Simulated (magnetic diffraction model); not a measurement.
# Magnetic neutron pattern of LiCrTe₂

Space group Fd-3m (no. 227, origin choice 1), a = 10.5460 Å.

```csv
site,atom,x,y,z
32e,Te,0.1181,0.1181,0.3819
16d,Cr,1/8,7/8,3/8
16c,Li,7/8,7/8,1/8
```

This is a made-up structure (elements placed in a structure type, unrelaxed), so the numbers test the method and describe no known phase.

Only Cr is taken to order (form factors of Cr2+); orders and moment sizes are assumed, and not adapted to the symmetry. Radiation: neutrons of λ = 1.594 Å, 1.5° to 75°; isotropic B of 0.46 Å² (Te), 0.69 Å² (Cr) and 0.95 Å² (Li). The intensities are simulated: I ∝ L Σ (|F_N|² + |F_M⊥|²) for unpolarised neutrons, with F_M = 2.695 fm/μB × Σ f(s) S exp(2πi Q·r) exp(−B s²) at Q = H ± k (one set where k and −k are equivalent), only the part normal to Q counting and L = 1/(sin²θ cos θ). For a modulated order the moment at position r is S exp(−2πi k·r) + c.c., with S = m/2 for a sine wave of amplitude m and S = m(u + iv)/2 for moments turning in a plane, u and v being orthogonal unit vectors in it; the phase factor of the sum at Q = H + k is then exp(2πi H·r). Form factors are spin-only for 3d ions and dipole or tabulated for f ions, scattering lengths are Sears's of 1992, and absorption is left out. A label names one of the reflections at its angle. The strongest nuclear line in the range is 100, and lines under 0.2 are left out.

Assume the order k = (0 0 1/3), a sine wave with moments along [010] (amplitudes given), 1.64 μB on Cr; signs + at (1/8, 7/8, 3/8), + at (3/8, 5/8, 3/8), − at (1/8, 5/8, 1/8), − at (3/8, 7/8, 1/8).

Predict the pattern, nuclear and magnetic parts apart.

```tsv
2θ (°)	index	nuclear	magnetic
13.57	(1 1 2/3)	0.0	3.1
14.47	(0 0 5/3)	0.0	4.5
15.04	(1 1 1)	50.1	0.0
16.89	(1 1 4/3)	0.0	2.3
20.31	(0 0 7/3)	0.0	2.0
24.86	(2 2 1/3)	0.0	2.4
26.37	(1 1 8/3)	0.0	0.9
28.27	(3 1 2/3)	0.0	0.8
29.03	(3 1 1)	20.7	0.0
30.06	(3 1 4/3)	0.0	0.8
30.35	(2 2 2)	96.8	0.0
31.76	(1 1 10/3)	0.0	0.5
35.19	(4 0 0)	100.0	0.0
36.43	(3 1 8/3)	0.0	0.5
38.23	(4 0 5/3)	0.0	0.7
38.47	(3 3 1)	4.3	0.0
40.64	(3 1 10/3)	0.0	0.3
40.97	(4 0 7/3)	0.0	1.3
46.04	(2 2 13/3)	0.0	0.5
46.24	(5 1 1)	27.6	0.0
50.62	(4 4 0)	99.4	0.0
53.12	(5 3 1)	25.6	0.0
57.19	(6 2 1/3)	0.0	0.2
59.41	(5 3 3)	5.5	0.0
60.17	(6 2 2)	76.8	0.0
63.15	(4 4 4)	44.2	0.0
65.33	(7 1 1)	23.4	0.0
70.97	(7 3 1)	12.8	0.0
74.40	(8 0 0)	25.0	0.0
```

The strongest magnetic line in the range is (0 0 5/3) at 14.47° (4.5). On top of the Lorentz factor, which all lines share, magnetic lines fade with angle because f falls: for Cr2+ it is 0.88, 0.62, 0.37 and 0.09 at sin θ/λ = 0.1, 0.2, 0.3 and 0.5 Å⁻¹, while nuclear lengths stay constant. The order has no net moment.

[Logs are printed without paths, hosts, clocks, repeated set-up lines and the standing remarks that a program may print on its own settings, such as how far it seeks lower states.]
